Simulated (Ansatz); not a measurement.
# From PBE to G0W0: SiO2 (P3_221), part 2 of 2

Aim: the quasiparticle gap of SiO2 (P3_221), starting from PBE.

Ansatz 0.2.0; PBE, then G0W0 on it, plane waves, PAW. Known limits of the many-body steps: finite bands, screening cutoff and k mesh; no spin-orbit coupling in G0W0.

So far. Step 2 (The PBE band structure): Over mesh and path the gap is 5.993 eV, from k = (0.333, 0.333, 0.000) to k = Γ. The least direct gap found is 6.286 eV, at k = (0.000, 0.000, 0.050).

In doubt: masses and optical values from hybrid runs of this build are listed as unsure (in some of the runs), which bears on the screening that GW takes from such a start.

**3. The quasiparticle correction**

G0W0 replaces the xc potential by a self-energy built once from the orbitals of the start. Levels are corrected in the window of bands that the input names, at points of the mesh.

This step: G0W0 on PBE, plane waves, PAW; PAW set soft_1.

input.yaml

```yaml
crystal:
  lattice:
    - [4.91636, 0.0, 0.0]
    - [-2.45818, 4.2576926541, 0.0]
    - [0.0, 0.0, 5.4084]
  atoms:
    - { symbol: Si, position: [0.46973, 0.0, 0.6666666667] }
    - { symbol: Si, position: [0.0, 0.46973, 0.3333333333] }
    - { symbol: Si, position: [0.53027, 0.53027, 0.0] }
    - { symbol: O, position: [0.41354, 0.26758, 0.78558] }
    - { symbol: O, position: [0.73242, 0.14596, 0.4522466667] }
    - { symbol: O, position: [0.85404, 0.58646, 0.1189133333] }
    - { symbol: O, position: [0.26758, 0.41354, 0.21442] }
    - { symbol: O, position: [0.14596, 0.73242, 0.5477533333] }
    - { symbol: O, position: [0.58646, 0.85404, 0.8810866667] }
kpoints:
  mp_grid: { grid: [6, 6, 4] }
hamiltonian:
  xc: pbe
  pseudopotentials: { kind: paw, azcp: { folder: soft_1 } }
scf:
  occupations: { method: fixed }
gw:
  n_empty_bands: 620
  ecut_chi: 180.0
  qp_bands: [v3, c3]
  qp_kpoints: band_edges
  screening: { model: contour_deformation }
```

Launch:

```sh
> ansatz run input.yaml --threads 3 --pin off --max-ram 92160MiB --backend cuda --events-out ev --progress --plain --runs-dir out --devices 1 --max-vram 13GiB
```

Numbers of over 12 decimals in the logs are rounded to 6 here.

Log:

```text
GPUs: using 1 of 1 available (devices: 1).
[...]
GPU FFT provider: cuFFT
GPU libraries: cuBLAS 13.8.2, cuFFT 12.4.0, cuSOLVER 12.3.4
Crystal: 9 atoms, lattice volume = 113.211 Å³
Basis set: ecut = 420 eV, 2209 PW (Γ)
Bands: 33, of which v1, the nominal top of the filled ones, is band 24 counted from 1 (23 counted from 0)
Symmetry: 6 space group operations
[...]
k-points: 24 of 144 (time reversal used)
[...]
GPU buffer pool allocated for 51840 grid points (all kernels)
[...]
SCF iter   1: F=—  HF=-5327.301246 eV  |F-HF|=—  |Δ(HF+E_count)|=         —  Δρ=1.35e-1  dr2=1.82e1  ethr=3.10e-3  ⟨swp⟩=4.8  Hψ=3624  notcnv=0  defer=143
[...]
SCF iter   8: F=-5322.167110 eV  HF=-5322.167110 eV  |F-HF|=8.16e-9  |Δ(HF+E_count)|=   4.23e-7  Δρ=2.68e-6  dr2=8.08e-9  ethr=2.08e-10  ⟨swp⟩=14.2  Hψ=3991  notcnv=0
SCF 1 converged in 8 iterations: F = -5322.167110 eV  dr2 = 8.08e-9
[...]
NSCF: frozen V_eff on 24 k-points, pencils in batches of 32, up to order 132
the band table was solved once the SCF had ended and its energy, with any forces and stress, was formed, with the checks that follow a solve (3618 applications of the Hamiltonian). They found nothing against the state; the energy, forces and stress were not computed again (output.eigenvalues in the input reference)
[...]
NSCF: frozen V_eff on 24 k-points
G₀W₀ screening: q 1/24
[... further progress lines ...]
SCF converged after 8 iterations
Free energy (F): -5322.167110 eV
[...]
Internal energy: -5322.167110 eV  (E = F + TS)
E sigma→0 (E₀):  -5322.167110 eV
Fermi energy:    2.505009 eV
[...]
--- Band table (eV; the first three rows and the last of 24) ---
  k-point 0: bands = [... 20 lower, 1.5021, 1.8187, 2.1901, 2.1901, 8.4978, 11.8262, 11.8262, 12.2813, ... 5 higher]
  k-point 1: bands = [... 20 lower, 1.4313, 1.9706, 2.2799, 2.4090, 9.0967, 11.6629, 11.7571, 11.7824, ... 5 higher]
  k-point 2: bands = [... 20 lower, 1.3000, 2.2895, 2.2895, 2.4143, 10.4511, 10.4511, 11.5718, 12.2627, ... 5 higher]
  k-point 23: bands = [... 20 lower, 1.5720, 1.7429, 1.9221, 1.9221, 11.5196, 12.3043, 12.3043, 12.6082, ... 5 higher]
--- G₀W₀: contour deformation, 6 samples at zero and on the imaginary axis and 2 off it, 144 q-points, 620 empty bands' worth ---
  eigenvalues of the whole cell's RPA ε∞ on this k-mesh (on a slab, of 1 + 4πα/V) = 2.3343, 2.3343, 2.3656; static W/v taken at q = 0 is 0.426033
  bands read: the sum over 644 bands ends inside a degenerate multiplet in 1 slot, whose members it reads at an even weight; the widest, k=0: bands 644 to 645 (counted from 1) at 1/2 each
  gw.qp_kpoints: band_edges: 23 of 24 stored k-points solved, in 1 pass; an edge of the gap read off the rows below is read off those points alone
    valence top: of the k-points left out ik 23 came nearest to being solved in a further pass, in band 24 (counted from 1, as in the quasiparticle table): it holds the edge there only if its correction is more favourable than any solved in that band by at least 0.583 eV; those differ by 0.054 eV
    conduction bottom: of the k-points left out ik 23 came nearest to being solved in a further pass, in band 25 (counted from 1, as in the quasiparticle table): it holds the edge there only if its correction is more favourable than any solved in that band by at least 3.022 eV; those differ by 0.678 eV
    ik  band        ε_KS         Σx   Σc(E_QP)       V_xc       Z   E_QP_lin       E_QP  E_QP is
     0    22      1.8187   -26.3950     4.1016   -20.3059  0.8040    -0.2027    -0.1687  root
     0    23      2.1901   -26.2848     4.0165   -20.3197  0.8056     0.2101     0.2416  root
     0    24      2.1901   -26.2848     4.0165   -20.3197  0.8056     0.2101     0.2416  root
     0    25      8.4978    -7.8425    -3.4639   -12.4215  0.8661     9.6188     9.6129  root
     0    26     11.8262    -6.6342    -3.9575   -11.9634  0.8587    13.2089    13.1979  root
     0    27     11.8262    -6.6342    -3.9575   -11.9634  0.8587    13.2089    13.1979  root
     1    22      1.9706   -26.5007     4.0879   -20.4459  0.8044    -0.0290     0.0038  root
     1    23      2.2799   -26.5713     4.0558   -20.5773  0.8049     0.3107     0.3418  root
     1    24      2.4090   -26.7446     4.0335   -20.8031  0.8056     0.4715     0.5010  root
     1    25      9.0967    -8.2776    -3.4797   -12.9406  0.8623    10.2868    10.2800  root
     1    26     11.6629    -6.8588    -3.9949   -12.2497  0.8592    13.0703    13.0590  root
     1    27     11.7571    -8.0132    -3.9112   -13.3899  0.8524    13.2356    13.2226  root
     2    22      2.2895   -26.7683     4.0646   -20.7817  0.8049     0.3372     0.3675  root
     2    23      2.2895   -26.7683     4.0646   -20.7817  0.8049     0.3372     0.3675  root
     2    24      2.4143   -26.7572     4.0475   -20.7944  0.8051     0.4691     0.4990  root
     2    25     10.4511    -8.7172    -3.6110   -13.6612  0.8554    11.7938    11.7842  root
     2    26     10.4511    -8.7172    -3.6110   -13.6612  0.8554    11.7938    11.7842  root
     2    27     11.5718    -4.5876    -3.8785    -9.5654  0.8693    12.6779    12.6711  root
     3    22      1.7222   -26.2522     4.1003   -20.1474  0.8041    -0.3171    -0.2823  root
     3    23      2.2444   -26.4902     4.0392   -20.5131  0.8053     0.2755     0.3065  root
     3    24      2.2796   -26.4755     4.0266   -20.5154  0.8055     0.3155     0.3462  root
     3    25      8.9221    -8.1577    -3.4754   -12.7971  0.8634    10.0926    10.0861  root
     3    26     11.8024    -6.9003    -4.0049   -12.3227  0.8581    13.2317    13.2199  root
     3    27     11.8643    -6.8148    -4.0290   -12.2626  0.8580    13.2950    13.2831  root
     4    22      1.8396   -26.3050     4.0845   -20.2325  0.8044    -0.1822    -0.1483  root
     4    23      2.1737   -26.5214     4.0656   -20.5072  0.8046     0.1935     0.2253  root
     4    24      2.4646   -26.8366     4.0382   -20.8983  0.8055     0.5355     0.5646  root
     4    25      9.4385    -8.4286    -3.5236   -13.1814  0.8605    10.6753    10.6677  root
     4    26     11.7348    -6.8342    -4.0040   -12.2420  0.8587    13.1502    13.1386  root
     4    27     11.8707    -7.7704    -3.8667   -13.0539  0.8538    13.2995    13.2875  root
     5    22      2.1731   -26.6330     4.0733   -20.6174  0.8046     0.1995     0.2309  root
     5    23      2.2042   -26.6238     4.0611   -20.6259  0.8049     0.2365     0.2675  root
     5    24      2.3776   -26.7372     4.0421   -20.7794  0.8053     0.4321     0.4620  root
     5    25     10.6359    -8.8678    -3.7018   -13.9642  0.8541    12.0413    12.0305  root
     5    26     10.6944    -8.5777    -3.6539   -13.5768  0.8551    12.0497    12.0397  root
     5    27     11.7356    -5.0292    -3.9209   -10.1219  0.8669    12.9152    12.9074  root
     6    22      1.8643   -26.3531     4.0916   -20.2761  0.8042    -0.1547    -0.1209  root
     6    23      2.2114   -26.4888     4.0490   -20.4953  0.8050     0.2354     0.2668  root
     6    24      2.4245   -26.8125     4.0433   -20.8638  0.8054     0.4898     0.5191  root
     6    25      9.4513    -8.4376    -3.5173   -13.1823  0.8604    10.6864    10.6788  root
[...]
21    22      2.0713   -26.5868     4.0804   -20.5577  0.8043     0.0909     0.1227  root
    21    23      2.0713   -26.5868     4.0804   -20.5577  0.8043     0.0909     0.1227  root
    21    24      2.5050   -26.8388     4.0234   -20.9210  0.8057     0.5819     0.6106  root
    21    25     11.4295    -8.5436    -3.8505   -13.8557  0.8519    12.9038    12.8911  root
    21    26     11.4295    -8.5436    -3.8505   -13.8557  0.8519    12.9038    12.8911  root
    21    27     11.9267    -8.6560    -3.8016   -13.9434  0.8498    13.4259    13.4125  root
    22    22      1.9577   -26.4418     4.0704   -20.4060  0.8046    -0.0403    -0.0077  root
    22    23      1.9965   -26.5589     4.0805   -20.5248  0.8042     0.0109     0.0430  root
    22    24      2.3069   -26.5837     4.0329   -20.6233  0.8055     0.3491     0.3795  root
    22    25     11.4367    -9.8986    -4.1449   -15.7698  0.8468    13.1813    13.1629  root
    22    26     11.7413    -7.2968    -3.7519   -12.3425  0.8566    13.0450    13.0351  root
    22    27     12.1141    -8.5217    -3.8572   -13.8755  0.8498    13.6245    13.6107  root
```

The job ended after 1.8 min (1 × NVIDIA H100 80GB HBM3 (shared by 6 runs) with 3 threads of AMD EPYC 7R13 (Zen 3), shared host; peak memory 3.3 GiB).

This step gave:

| Property | Result |
| --- | --- |
| bands summed | 644 |
| RPA ε∞ on this mesh (eigenvalues) | 2.334, 2.334, 2.366 |
| plane waves in the screening matrix | 635 |
| q-points in the mesh | 144 |
| G0W0 gap over the corrected points | 9.002 eV |
| k of the valence top | 0.3333, 0.3333, 0 |
| k of the conduction bottom | 0, 0, 0 |
| starting gap on the mesh | 5.993 eV |
| Z at the valence top | 0.8057 |
| Z at the conduction bottom | 0.8661 |
| least direct G0W0 gap over the corrected points | 9.371 eV |

Over 23 of 24 irreducible mesh points the G0W0 gap is 9.002 eV, from k = (0.333, 0.333, 0.000) to k = Γ. The PBE gap of this run on the mesh is 5.993 eV. The two states that bound the G0W0 gap lie that far apart at the start, so the correction of the gap is 9.002 − 5.993 = +3.009 eV.

Labels follow the order of the start: v1 is the top filled band, c1 the lowest empty one; levels that stay degenerate share a row, the window can cut a multiplet, doubted levels are not marked in this list, bands outside the window were not corrected, and the list may be a part of the corrected levels. The levels before and after the correction (eV, zero at the valence-band top of each column):

```csv
,conduction bottom,valence top
Kohn-Sham,5.99,0.00
G0W0,9.00,0.00
```

```csv
,level,occupation,energy (eV)
Kohn-Sham,Γ v3,2,-0.686
Kohn-Sham,Γ v2-v1,2,-0.315
Kohn-Sham,Γ c1,0,5.993
Kohn-Sham,Γ c2-c3,0,9.321
Kohn-Sham,(0.333 0.333 0) v3-v2,2,-0.434
Kohn-Sham,(0.333 0.333 0) v1,2,0.000
Kohn-Sham,(0.333 0.333 0) c1-c2,0,8.924
Kohn-Sham,(0.333 0.333 0) c3,0,9.422
G0W0,Γ v3,2,-0.779
G0W0,Γ v2-v1,2,-0.369
G0W0,Γ c1,0,9.002
G0W0,Γ c2-c3,0,12.587
G0W0,(0.333 0.333 0) v3-v2,2,-0.488
G0W0,(0.333 0.333 0) v1,2,0.000
G0W0,(0.333 0.333 0) c1-c2,0,12.280
G0W0,(0.333 0.333 0) c3,0,12.802
```

The parts of the quasiparticle energy for the two states that bound the G0W0 gap, in eV on the run's own scale (QP = start + Σx + Σc − Vxc, with Σc at the quasiparticle energy):

| edge | k | band | start | Σx | Σc | Vxc | Z | QP |
| --- | --- | --- | --- | --- | --- | --- | --- | --- |
| valence top | (0.333, 0.333, 0.000) | 24 | 2.505 | −26.839 | 4.023 | −20.921 | 0.806 | 0.611 |
| conduction bottom | Γ | 25 | 8.498 | −7.843 | −3.464 | −12.421 | 0.866 | 9.613 |

**4. Side by side**

Each gap is the least one over the points named; times are wall times on shared hosts, not benchmarks. A G0W0 time includes the run's own self-consistent start. Rows marked * are further runs, not shown as steps, whose inputs differ from the G0W0 step on the same start in the columns given; solver thresholds can differ too.

| level | mesh | files, cutoff | bands summed, screening | points | gap (eV) | valence top | conduction bottom | least direct gap (eV) | time |
| --- | --- | --- | --- | --- | --- | --- | --- | --- | --- |
| PBE | 6×6×4 | soft_1 PAW, 420 eV | - | mesh and path | 5.993 | (0.333, 0.333, 0.000) | Γ | 6.286 | 8.5 s |
| G0W0@PBE* | 6×6×4 | soft_1 PAW, 420 eV | 126, 54 eV | 23 of 24 irreducible mesh points | 8.673 | (0.333, 0.333, 0.000) | Γ | 9.061 | 25 s |
| G0W0@PBE* | 6×6×4 | soft_1 PAW, 420 eV | 312, 108 eV | 23 of 24 irreducible mesh points | 8.806 | (0.333, 0.333, 0.000) | Γ | 9.187 | 53 s |
| G0W0@PBE | 6×6×4 | soft_1 PAW, 420 eV | 644, 180 eV | 23 of 24 irreducible mesh points | 9.002 | (0.333, 0.333, 0.000) | Γ | 9.371 | 1.8 min |
| G0W0@PBE* | 3×3×2 | soft_1 PAW, 420 eV | 312, 108 eV | 5 of 6 irreducible mesh points | 8.822 | (0.333, 0.333, 0.000) | Γ | 9.202 | 15 s |
| G0W0@PBE* | 6×6×4 | soft_1 PAW, 420 eV | 312, 108 eV, plasmon pole | 23 of 24 irreducible mesh points | 8.784 | (0.333, 0.333, 0.000) | Γ | 9.170 | 1.8 min |

**5. Summary of results**

- PBE gap over mesh and path: 5.993 eV, from k = (0.333, 0.333, 0.000) to k = Γ
- G0W0@PBE gap over 23 of 24 irreducible mesh points: 9.002 eV, from k = (0.333, 0.333, 0.000) to k = Γ
- GW settings: 6×6×4 mesh, 620 empty bands, screening to 180 eV, PAW set soft_1 files
- known limits: finite bands, screening cutoff and k mesh; no spin-orbit coupling in G0W0

What this shows: Over 23 of 24 irreducible mesh points the G0W0 gap is 9.002 eV, from k = (0.333, 0.333, 0.000) to k = Γ. The PBE gap of this run on the mesh is 5.993 eV. The two states that bound the G0W0 gap lie that far apart at the start, so the correction of the gap is 9.002 − 5.993 = +3.009 eV. The valence state moves by 0.611 − 2.505 = −1.894 eV and the conduction state by 9.613 − 8.498 = +1.115 eV, on the run's own scale; with 126 bands the edge states move by −1.424 and +1.257 eV, so the split between the edges depends on the bands and cutoff. Both edges that PBE shows over mesh and path lie at k points where levels were corrected. Levels at other points were not corrected, so a lower G0W0 gap elsewhere in the zone is not ruled out. From 126 bands and 54 eV to 644 bands and 180 eV the gap moves by 9.002 − 8.673 = +0.329 eV (rung by rung 8.673, 8.806, 9.002 eV); bands and screening cutoff rise together, so their parts are not told apart. A line in one over the bands through the two highest rungs gives 9.002 + (9.002 − 8.806) × 312 / (644 − 312) = 9.186 eV, and through the pair below 8.806 + (8.806 − 8.673) × 126 / (312 − 126) = 8.896 eV. The two differ by 0.290 eV, not under the 0.030 eV asked, so the law does not hold well over these rungs and the limit is not known. With the 3×3×2 mesh in place of the 6×6×4 mesh and all else as in the G0W0@PBE row with 312 bands, the gap differs by 8.822 − 8.806 = +0.016 eV, and that of the start by 5.993 − 5.993 = +0.000 eV. With the plasmon pole model in place of the contour deformation model and all else as in the G0W0@PBE row with 312 bands, the gap differs by 8.784 − 8.806 = −0.022 eV. G0W0 on other starts in this series, not shown as steps and not all at these settings: 9.572 eV on HSE06 (6×6×4, soft_1 PAW, 312 bands, 108 eV) and 9.778 eV on PBE0 (6×6×4, soft_1 PAW, 312 bands, 108 eV). The G0W0 runs are scalar-relativistic. G0W0@PBE runs of this series with other atomic data on the same mesh, not shown as steps, give 8.828 eV (hard PAW, 930 eV, 312 bands, screening to 108 eV; the table's row with the same empty bands and screening cutoff has 8.806 eV); where bands and cutoffs differ too, the part of the files is not isolated.

[Paths, hosts, dates, memory and timing lines, banners, echoed tables and standing remarks are left out of the program output.]

[Logs are printed without paths, hosts, clocks, repeated set-up lines and the standing remarks that a program may print on its own settings, such as how far it seeks lower states.]

[Runs of the session that timed out or met a known fault of the program may be left out.]

[Cells called generated may have been cut or substituted from an entry of the Crystallography Open Database or the Materials Project.]

[Hosts, paths, dates, database ids (printed as entryN), source tags and the programs' standing remarks are cut or masked in the printed files.]

[Where an RPA ε∞ is given, it is that of the G0W0 mesh and is not shown converged in it. Names of k-points follow the symmetry that the program found, which can be lower than the space group named. Band edges on a path are those of the sampled points; other points can move an edge, and change direct to indirect where valleys lie close.]

[Hybrid gaps are those of their k-mesh and are not shown converged in it.]
